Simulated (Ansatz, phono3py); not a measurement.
## Heat carried by phonons in NaI (Fm-3m)

Wanted: κ(T), lifetimes and mean free paths for NaI.

What experiment has found for this phase:
- thermal conductivity 1.8 W/m/K near room temperature (given in “Combining the AFLOW GIBBS and Elastic Libraries to efficiently and robustly screen thermo-mechanical properties of solids”, 2017, arXiv:1611.05714)
- thermal conductivity 1.8 W/m/K near room temperature (given in “Predicting the lattice thermal conductivity of solids by solving the Boltzmann transport equation: AFLOW - AAPL an automated, accurate and efficient framework”, 2017, arXiv:1611.05481)

Program: Ansatz 0.2.0. Level of theory: DFT LDA, scalar-relativistic, plane waves, PAW. Results are calculated unless marked as measured.

## (1) The starting structure

It takes space group Fm-3m (No. 225, cubic). The conventional cell has a = 6.473 Å, b = 6.473 Å, c = 6.473 Å, α = 90.00°, β = 90.00°, γ = 90.00°. Nearest to Na lie 6 I at 3.24 Å. Nearest to I lie 6 Na at 3.24 Å. Farther neighbours and most contacts between anions are not listed.

Structure file:

```cif
data_structure
_symmetry_space_group_name_H-M 'P 1'
_symmetry_Int_Tables_number 1
_cell_length_a 4.5770
_cell_length_b 4.5770
_cell_length_c 4.5770
_cell_angle_alpha 60.000
_cell_angle_beta 60.000
_cell_angle_gamma 60.000
_cell_volume 67.80
loop_
_atom_site_label
_atom_site_type_symbol
_atom_site_fract_x
_atom_site_fract_y
_atom_site_fract_z
_atom_site_occupancy
Na1 Na 0.00000 0.00000 0.00000 1
I2 I 0.50000 0.50000 0.50000 1
```

## (2) Probe on a coarse mesh

Before spending time, one coarse run tells the gap and the pressure of the starting cell.

input.yaml

```yaml
crystal:
  lattice:
    - [0.0, 3.2364, 3.2364]
    - [3.2364, 0.0, 3.2364]
    - [3.2364, 3.2364, 0.0]
  atoms:
    - { symbol: Na, position: [0.0, 0.0, 0.0] }
    - { symbol: I, position: [0.5, 0.5, 0.5] }
kpoints:
  mp_grid: { grid: [6, 6, 6] }
hamiltonian:
  xc: lda
scf:
  occupations: { method: gaussian, width: 0.1 }
output:
  forces: true
  stress: true
  eigenvalues: true
```

Run with:

```
$ ansatz run input.yaml --threads 4 --pin off --max-ram 16384MiB --backend cpu --events-out ev --progress --plain --runs-dir out
```

Numbers of over 12 decimals in the logs are rounded to 6 here.

What it wrote:

```text
Engine: ansatz 0.2.0, aarch64-unknown-linux-gnu
Pseudopotentials: kind: paw
Pseudopotential: Na, paw, valence charge 9, recommended cutoff 420 eV (normal), Na.paw.azcp
Pseudopotential: I, paw, valence charge 17, recommended cutoff 420 eV (normal), I.paw.azcp
Functional definition: SPW92
  exchange = slater_x
  correlation = pw_c
Crystal: 2 atoms, lattice volume = 67.798 Å³
Basis set: ecut = 420 eV, 1363 PW (Γ)
Bands: 17, of which v1, the nominal top of the filled ones, is band 13 counted from 1 (12 counted from 0)
Symmetry: 48 space group operations
Space group: Fm-3m (ITA 225), of the structure as read, at distance tolerance 4.1e-5 Å
k-points: 16 of 216
Non-local potential: Na, projectors of the file, l = 0: 3, l = 1: 2, l = 2: 1
Non-local potential: I, projectors of the file, l = 0: 2, l = 1: 2, l = 2: 2, l = 3: 2
PAW form: soft (Blöchl's): semilocal exchange-correlation on the pseudo side does not see the compensation charge
PAW frozen core: Na, regenerated for the run's functional, and the local potential with it (the file was generated under x = pbe(κ = 0.804, μ = 0.219515), c = pbe(β = 0.066725))
PAW frozen core: I, regenerated for the run's functional, and the local potential with it (the file was generated under x = pbe(κ = 0.804, μ = 0.219515), c = pbe(β = 0.066725))
PAW one-centre angular grid: Na, 110 points (default); XC on 64 Gauss nodes
PAW one-centre angular grid: I, 590 points (default); XC on 64 Gauss nodes
Initial density: superposition of atomic densities (neutral atoms: chi_scale 0, normalization atom), corrected by the library's trained network
Initial wavefunctions: pseudopotential atomic-orbital guess
Functional: x = slater, c = lda
SCF iter   1: F=—  HF=-8824.979556 eV  |F-HF|=—  |Δ(HF+E_count)|=         —  Δρ=5.26e-3  dr2=7.51e-3  ethr=1.77e-3  ⟨swp⟩=5.8  Hψ=1459  notcnv=0
preconditioner: auto → none  [insulator: Δε(μ)=3.323 eV  Ē_g=10.446 eV  σ=0.100 eV  W_gap=1.00  n_scr=14 (ndim 8)  ℏωp=12.8 eV  f_vac=0.068  D(μ)=0.00/eV (n_scr^D=0)  ε∞_Penn≈2.5]
SCF iter   2: F=—  HF=-8824.974755 eV  |F-HF|=—  |Δ(HF+E_count)|=   4.80e-3  Δρ=1.90e-3  dr2=1.68e-3  ethr=2.89e-5  ⟨swp⟩=2.1  Hψ=593  notcnv=0
SCF iter   3: F=—  HF=-8824.974474 eV  |F-HF|=—  |Δ(HF+E_count)|=   2.81e-4  Δρ=6.79e-4  dr2=2.57e-4  ethr=6.45e-6  ⟨swp⟩=2.2  Hψ=440  notcnv=0
SCF iter   4: F=—  HF=-8824.974395 eV  |F-HF|=—  |Δ(HF+E_count)|=   7.98e-5  Δρ=2.09e-4  dr2=1.40e-5  ethr=9.87e-7  ⟨swp⟩=2.6  Hψ=389  notcnv=0
SCF iter   5: F=—  HF=-8824.974394 eV  |F-HF|=—  |Δ(HF+E_count)|=   5.83e-7  Δρ=1.21e-5  dr2=1.37e-7  ethr=5.39e-8  ⟨swp⟩=1.1  Hψ=276  notcnv=0
SCF iter   6: F=-8824.974394 eV  HF=-8824.974394 eV  |F-HF|=5.46e-9  |Δ(HF+E_count)|=   1.03e-8  Δρ=3.07e-6  dr2=6.92e-9  ethr=3.85e-10  ⟨swp⟩=5.8  Hψ=1172  notcnv=0
SCF 1 converged in 6 iterations: F = -8824.974394 eV  dr2 = 6.92e-9
  greatest PAW one-centre occupation: 1.000 electrons in one spin orbital (limit 2), on the I atom at site 1 (counted from 0), in its partial waves of l = 2
SCF converged after 6 iterations
Free energy (F): -8824.974394 eV
Harris-Foulkes:  -8824.974394 eV  (|F-HF|=5.46e-9)
Internal energy: -8824.974394 eV  (E = F + TS)
E sigma→0 (E₀):  -8824.974394 eV
Fermi energy:    4.442581 eV
--- Per-component energies (eV) ---
  E_band       = -619.891497
  E_kinetic    = 310.456340
  E_local      = -3356.109297  (includes V_loc(G=0)·N_el)
  E_nonlocal   = 31.348119
  E_hartree    = 1517.054762
  E_xc         = -165.444759
  E_vxc        = -178.323104  (∫ρ·V_xc dr)
  E_paw        = -4905.351595  (= ΣΔE_a)
  E_vpaw       = -461.377934  (= ΣTr[D̂ρ^β])
  E_aug_tail   = 0.000050  (compensation charges beyond the density's cutoff)
  E_ewald      = -2257.850118
  E_core_change = 0.922105  (= ΣΔE_core)
  E_smearing   = -0.000000  (= −TS)
  E_closure    = 0.000000  (closes the sum)
  Σ components = -8824.974394   (vs F -8824.974394, Δ=0.00e0)
--- Forces (eV/Å), atoms counted from 1 ---
  atom   1  Na    -0.00000000     0.00000000    -0.00000000
  atom   2  I      0.00000000    -0.00000000    -0.00000000
  max |Σ_I F_I| component: 5.61e-29 eV/Å
--- Stress (GPa, compression-positive) ---
       -1.637343       0.000000      -0.000000
       -0.000000      -1.637343       0.000000
       -0.000000       0.000000      -1.637343
  P = ⅓ Tr σ = -1.6373 GPa (-16.373 kbar)
--- Band table (eV; the first three rows and the last of 16) ---
  k-point 0: bands = [... 9 lower, -8.3504, 2.7745, 2.7745, 2.7745, 6.1074, 10.6109, 10.6109, 10.6109]
  k-point 1: bands = [... 9 lower, -8.2769, 2.0057, 2.6981, 2.6981, 6.9494, 10.0831, 10.7947, 10.7947]
  k-point 2: bands = [... 9 lower, -8.1214, 0.9572, 2.5556, 2.5556, 7.6354, 10.3486, 10.3486, 10.5650]
  k-point 15: bands = [... 9 lower, -7.9562, 1.0624, 1.6408, 1.8601, 7.9290, 9.1259, 11.1705, 11.2069]
```

Wall time 0.88 s (4 threads of Arm Neoverse V2, shared host); peak memory 0.3 GiB.

The column dr2 measures how far the density is from self-consistency, as an energy; F and HF (Harris–Foulkes) agree once it is small.

This step gave:

* pressure: -1.637 GPa
* gap on the k-mesh: 3.333 eV
* volume per atom: 33.90 Å³

The start is under -1.6 GPa at this level and looks like an insulator or semiconductor on this mesh.

## (3) Finding the static equilibrium

Phonons are second derivatives about a minimum, so cell and atoms are relaxed first, inside the symmetry of the start.

input.yaml, the sections that differ from step 2:

```yaml
scf:
  occupations: { method: gaussian, width: 0.02 }
output:
  forces: true
  stress: true
  eigenvalues: true
  write_density: true
  write_potential: true
  elf: true
  volumetric_format: npy
relax:
  adjacent_minimum: "off"
  f_tol: 0.005
  max_steps: 80
  cell: { stress_tol: 0.05 }
# crystal, kpoints, hamiltonian: as in step 2
```

What it wrote:

```text
[...]
Crystal: 2 atoms, lattice volume = 67.798 Å³
Basis set: ecut = 420 eV, 1363 PW (Γ)
Bands: 17, of which v1, the nominal top of the filled ones, is band 13 counted from 1 (12 counted from 0)
Symmetry: 48 space group operations
[...]
k-points: 16 of 216
[...]
SCF iter   1: F=—  HF=-8824.979585 eV  |F-HF|=—  |Δ(HF+E_count)|=         —  Δρ=5.25e-3  dr2=7.50e-3  ethr=1.77e-3  ⟨swp⟩=6.2  Hψ=1483  notcnv=0
[...]
SCF iter   6: F=-8824.974394 eV  HF=-8824.974394 eV  |F-HF|=5.90e-9  |Δ(HF+E_count)|=   7.01e-9  Δρ=3.29e-6  dr2=7.59e-9  ethr=3.85e-10  ⟨swp⟩=10.3  Hψ=1882  notcnv=0
SCF 1 converged in 6 iterations: F = -8824.974394 eV  dr2 = 7.59e-9
[...]
relax step   1: F+E_penalty+E_count = -8824.97439401 eV  Δ(F+E_penalty+E_count) = +0.000e0 eV  max|allowed force component| = 1.613e-28 eV/Å  Δτ_max = 0.0000 Å  P = -1.637 GPa  Ω = 67.798 Å³  (6 SCF iters, dr2 threshold 1.00e-7 eV, accepted)
Crystal: 2 atoms, lattice volume = 64.528 Å³
Basis set: ecut = 420 eV, 1243 PW (Γ)
[...]
iter 1 solved again at ethr=1.26e-5 eV; its pass at ethr=3.10e-3 eV (dr2=3.29e-3 eV) is discarded
[...]
SCF iter   5: F=-8825.001406 eV  HF=-8825.001406 eV  |F-HF|=7.28e-12  |Δ(HF+E_count)|=   1.14e-7  Δρ=6.24e-6  dr2=1.71e-8  ethr=7.69e-10  ⟨swp⟩=10.8  Hψ=2057  notcnv=0
SCF 2 converged in 5 iterations: F = -8825.001406 eV  dr2 = 1.71e-8
  Residual-converged pass: ⟨swp⟩=1.0  Hψ=336  notcnv=0  max |occ|·‖R‖ = 7.0e-9 eV (tolerance 1.0e-8 eV)  dr2=1.71e-8  dr2_onsite=5.51e-9  max |Δocc| = 0.0e0
relax step   2: F+E_penalty+E_count = -8825.00140554 eV  Δ(F+E_penalty+E_count) = -2.701e-2 eV  max|allowed force component| = 1.469e-29 eV/Å  Δτ_max = 0.0000 Å  P = -0.936 GPa  Ω = 64.528 Å³  energy of the carried Pulay correction = +3.782e-4 eV  (5 SCF iters, dr2 threshold 2.00e-7 eV, accepted)
Crystal: 2 atoms, lattice volume = 60.631 Å³
[...]
SCF iter   5: F=-8825.011154 eV  HF=-8825.011154 eV  |F-HF|=1.25e-9  |Δ(HF+E_count)|=   1.56e-7  Δρ=7.43e-6  dr2=1.97e-8  ethr=7.69e-10  ⟨swp⟩=10.9  Hψ=2089  notcnv=0
SCF 3 converged in 5 iterations: F = -8825.011154 eV  dr2 = 1.97e-8
relax step   3: F+E_penalty+E_count = -8825.01115432 eV  Δ(F+E_penalty+E_count) = -9.749e-3 eV  max|allowed force component| = 1.194e-29 eV/Å  Δτ_max = 0.0000 Å  P = +0.246 GPa  Ω = 60.631 Å³  energy of the carried Pulay correction = +8.541e-4 eV  (5 SCF iters, dr2 threshold 2.00e-7 eV, accepted)
[...]
relax step   4: F+E_penalty+E_count = -8825.01158449 eV  Δ(F+E_penalty+E_count) = -4.302e-4 eV  max|allowed force component| = 2.008e-29 eV/Å  Δτ_max = 0.0000 Å  P = -0.024 GPa  Ω = 61.403 Å³  energy of the carried Pulay correction = +7.575e-4 eV  (4 SCF iters, dr2 threshold 1.51e-7 eV, accepted)
[...]
SCF iter   1: F=—  HF=-8825.010782 eV  |F-HF|=—  |Δ(HF+E_count)|=         —  Δρ=7.56e-5  dr2=6.20e-7  ethr=3.59e-6  ⟨swp⟩=2.4  Hψ=2124  notcnv=0
eigensolver tolerance schedule: the retry pair's looser diagonalisation over-reported the residual by 1506.15 of it (diagonalisation noise at an unbounded share of the residual, at the tolerance the schedule requests for it); recorded, not acted on — ethr = c·dr2/N_el stays at c = 1.0e-1
[...]
SCF iter   2: F=—  HF=-8825.010782 eV  |F-HF|=—  |Δ(HF+E_count)|=   1.97e-7  Δρ=3.57e-5  dr2=1.04e-7  ethr=2.38e-9  ⟨swp⟩=2.2  Hψ=496  notcnv=0
[...]
SCF iter   5: F=-8825.010782 eV  HF=-8825.010782 eV  |F-HF|=1.82e-12  |Δ(HF+E_count)|=  1.51e-10  Δρ=1.93e-7  dr2=8.16e-12  ethr=1.00e-12  ⟨swp⟩=6.7  Hψ=1290  notcnv=0
SCF 5 converged in 5 iterations: F = -8825.010782 eV  dr2 = 8.16e-12
relax step   5: F+E_penalty+E_count = -8825.01078197 eV  Δ(F+E_penalty+E_count) = +8.025e-4 eV  max|allowed force component| = 1.609e-29 eV/Å  Δτ_max = 0.0000 Å  P = -0.024 GPa  Ω = 61.403 Å³  stress off target by 2.41e-2 GPa  SCF on the basis re-selected at this cell (its energy is not comparable with the rows above)  (5 SCF iters)
basis re-selected at this cell: Δ(F+E_penalty+E_count) = +8.025e-4 eV, ΔP = -0.000 GPa vs the last step (what re-selecting the basis moved, of the pressure what is left beyond the Pulay correction that the steps carried, after the strain that the cell walked since its last selection, with what the two solves' SCF thresholds leave and, on support functions, any second-order correction that the steps lacked; it is no measure of the basis error at this ecutwfc). The dense FFT grid was sized anew with the basis: this SCF ran on 30×30×30 points, the steps before it on 32×32×32, so part of this shift can come from that change (see relax.cell in the input reference). [rest of the remark cut]
SCF converged after 5 iterations
Free energy (F): -8825.010782 eV
[...]
Internal energy: -8825.010782 eV  (E = F + TS)
E sigma→0 (E₀):  -8825.010782 eV
Fermi energy:    5.545330 eV
[...]
--- Stress (GPa, compression-positive) ---
       -0.024073      -0.000000      -0.000000
       -0.000000      -0.024073      -0.000000
       -0.000000      -0.000000      -0.024073
  P = ⅓ Tr σ = -0.0241 GPa (-0.241 kbar)
--- Band table (eV; the first three rows and the last of 16) ---
  k-point 0: bands = [... 9 lower, -7.6655, 3.7374, 3.7374, 3.7374, 7.3531, 11.5741, 11.5741, 11.5741]
  k-point 1: bands = [... 9 lower, -7.5683, 2.8404, 3.6419, 3.6419, 8.2445, 11.0930, 11.8063, 11.8063]
  k-point 2: bands = [... 9 lower, -7.3593, 1.6170, 3.4660, 3.4660, 8.7177, 11.4034, 11.4034, 12.0363]
  k-point 15: bands = [... 9 lower, -7.1380, 1.7130, 2.3845, 2.6456, 9.0615, 10.0575, 12.4680, 12.4963]
--- Relaxed structure (4 steps of the walk, 4 accepted, 1 SCFs on fresh bases) ---
  F+E_penalty+E_count = -8825.01078197 eV   max|allowed force component| = 1.609e-29 eV/Å   (the final SCF, on the basis selected at the relaxed cell)
  cell:  # Å, volume = 61.4032 Å³
    - [0, 3.131269, 3.131269]
    - [3.131269, 0, 3.131269]
    - [3.131269, 3.131269, 0]
  atoms:
    - { symbol: Na, position: [0, 0, 0] }
    - { symbol: I, position: [0.5, 0.5, 0.5] }
```

Elapsed: 1.9 s, on 4 threads; peak memory 0.33 GiB.

The steps of the relaxation:

```csv
step,energy less that of the first step (eV),largest force component (eV/Å),pressure (GPa),volume (Å³)
1,0.0000,0.0000,-1.64,67.80
2,-0.0270,0.0000,-0.94,64.53
3,-0.0368,0.0000,0.25,60.63
4,-0.0372,0.0000,-0.02,61.40
5*,-0.0364,0.0000,-0.02,61.40
```

Relaxation steps marked * repeat the geometry before them on a plane-wave basis chosen anew for their cell, so energy and pressure can jump there.

Forces are held to the 48 operations that the run works with; a distortion that breaks them can't arise in this run.

```
conventional cell, symmetrised  before  after  change
                         a (Å)   6.473  6.263  -3.2 %
                         b (Å)   6.473  6.263  -3.2 %
                         c (Å)   6.473  6.263  -3.2 %
              volume (Å³/atom)   33.90  30.70  -9.4 %
```

The relaxed structure:

```xyz
2
Lattice="0.0000 3.1313 3.1313 3.1313 0.0000 3.1313 3.1313 3.1313 0.0000" Properties=species:S:1:pos:R:3 pbc="T T T"
Na    0.0000    0.0000    0.0000
I     3.1313    3.1313    3.1313
```

Numbers from this step:

* pressure: -0.02407 GPa
* gap on the k-mesh: 3.616 eV
* volume per atom: 30.70 Å³

Electrostatic potential energy in the ac plane of the conventional cell at fractional y = 0.000, with atoms of Na and I within 0.2 Å of it. With pseudopotentials it is smooth inside the atoms' cores, unlike the true potential.

Values in eV, 9 rows by 16 columns, each cell a mean:
```
-29 -14   2   7   6  -2 -12  -3   0  -9  -8   5   7   5  -5 -25
  4   5   7   8   9   7   3  -2  -3   0   6   8   9   8   6   5
  2   4   7   9   9   8   7   6   6   7   8   9   9   8   6   3
 -6 -11  -4   6   7   6   0 -15 -18  -6   4   7   7   1 -10  -8
  9  -3 -11   3   7   4 -12 -38 -40 -26   0   6   6  -5 -11   7
 -9  -9   0   7   8   6   3  -5  -8   0   5   8   8   4  -6 -10
  5   6   8   9   9   8   7   6   6   7   8   9   9   8   7   5
  0   4   6   8   8   6  -1  -7  -8  -5   3   8   8   7   5   2
-37 -21   1   6   6  -4 -12   3   5  -6 -10   4   7   4  -9 -33
```
Columns run along a (6.3 Å; values clipped at the 3rd and 97th percentile), rows up along c (6.3 Å), edges of the conventional cell, whose origin can differ from the input's. Atoms in or near the plane, at fractional coordinates: Na at (0.00, 0.00), Na at (0.50, 0.50), I at (0.50, 0.00), I at (0.00, 0.50).

ELF in the ac plane of the conventional cell at fractional y = 0.000, with atoms of Na and I within 0.2 Å of it. It is the smooth field of the valence electrons, not physical close to the nuclei.

Ten even steps from '_' (0.03) to '@' (0.76), each cell a mean:
```
++##::__##@@%%==----##@@@@--__++**
**==____**@@@@##****%%@@%%::__::++
________--%%@@@@@@@@@@@@**..______
----::__..==##@@@@@@%%**::__..::--
@@@@##--____::--------..__::**%%@@
@@@@@@##--______________..**@@@@@@
**##@@@@**____==**++::__--%%@@%%##
--++%%@@##__::##++**++__--@@@@**--
====%%@@##__--##--++**__--@@@@**--
==**%%@@**__..**####==__--@@@@##==
%%%%@@@@++____..--::____::##@@@@%%
@@@@@@**..________________==%%@@@@
####++..__..++**####**--__..--**##
________..**@@@@@@@@@@##--________
--..____++@@@@%%%%%%@@@@##::____::
##**..__##@@%%**==++##@@@@--__==##
==##--__##@@%%====--**@@@@--__**++
```
Columns run along a (6.3 Å), rows up along c (6.3 Å), edges of the conventional cell, whose origin can differ from the input's. Atoms in or near the plane, at fractional coordinates: Na at (0.00, 0.00), Na at (0.50, 0.50), I at (0.50, 0.00), I at (0.00, 0.50).

Valence density in the ac plane of the conventional cell at fractional y = 0.000, with atoms of Na and I within 0.2 Å of it. It is the smooth field of the valence electrons, not physical close to the nuclei.

Ten steps, logarithmic in the rise over the least value, from '_' (0 e/Å³) to '@' (17 e/Å³), each cell a mean:
```
@@**::__..::==##@@%%++--..____==%%
++--______..--++**++--::..____..==
__________..::::----::..__________
______________........____________
....__________________________....
--::..______________________..::--
**==--..______--++==..____..::--++
@@##==::____::**@@%%==____..--++%%
@@%%==::..__::##@@@@++____..--**@@
%%**--::____..++##**--____..::++##
==--::..______..::::________::--==
::::..______________________....::
..______________..______________..
____________..::::::..____________
::..______..::--====--..________::
##++..____::--**%%##==::..____--**
@@##::__..::==%%@@@@**--..____++@@
```
Columns run along a (6.3 Å), rows up along c (6.3 Å), edges of the conventional cell, whose origin can differ from the input's. Atoms in or near the plane, at fractional coordinates: Na at (0.00, 0.00), Na at (0.50, 0.50), I at (0.50, 0.00), I at (0.00, 0.50).

The relaxation ends with a pressure of -0.02 GPa.

## (4) A second relaxation

The relaxation is run once more from where the first one ended, as the script does after a large change of volume or of the gap, with mesh and occupations reviewed.

input.yaml, the sections that differ from step 3:

```yaml
crystal:
  lattice:
    - [0.0, 3.1312689517, 3.1312689517]
    - [3.1312689517, 0.0, 3.1312689517]
    - [3.1312689517, 3.1312689517, 0.0]
  atoms:
    - { symbol: Na, position: [0.0, 0.0, 0.0] }
    - { symbol: I, position: [0.5, 0.5, 0.5] }
output:
  forces: true
  stress: true
  eigenvalues: true
# kpoints, hamiltonian, scf, relax: as in step 3
```

What it wrote:

```text
[...]
Crystal: 2 atoms, lattice volume = 61.403 Å³
Basis set: ecut = 420 eV, 1243 PW (Γ)
Bands: 17, of which v1, the nominal top of the filled ones, is band 13 counted from 1 (12 counted from 0)
Symmetry: 48 space group operations
[...]
k-points: 16 of 216
[...]
k-point 15: bands = [... 9 lower, -7.1380, 1.7130, 2.3845, 2.6456, 9.0615, 10.0575, 12.4680, 12.4963]
--- Relaxed structure (1 steps of the walk, 1 accepted, 1 SCFs on fresh bases) ---
[...]
cell:  # Å, volume = 61.4032 Å³
    - [0.0, 3.1312689517, 3.1312689517]
    - [3.1312689517, 0.0, 3.1312689517]
    - [3.1312689517, 3.1312689517, 0.0]
  atoms:
    - { symbol: Na, position: [0.0, 0.0, 0.0] }
    - { symbol: I, position: [0.5, 0.5, 0.5] }
[key lines of the parts left out:]
SCF converged after 6 iterations
Free energy (F): -8825.010782 eV
Fermi energy:    5.545333 eV
P = ⅓ Tr σ = -0.0241 GPa (-0.241 kbar)
```

It took 0.82 s on 4 threads; peak memory 0.31 GiB.

Little changed from the start: no atom moved by 0.005 Å and no cell edge by 0.1 %.

(Part 1 of 3 ends here.)

[Logs are printed without paths, hosts, clocks, repeated set-up lines and the standing remarks that a program may print on its own settings, such as how far it seeks lower states.]

[Hosts, paths, dates, database ids (printed as entryN), source tags and the programs' standing remarks are cut or masked in the printed files.]

[A step with changed settings may run another functional than the one named; its input shows which.]
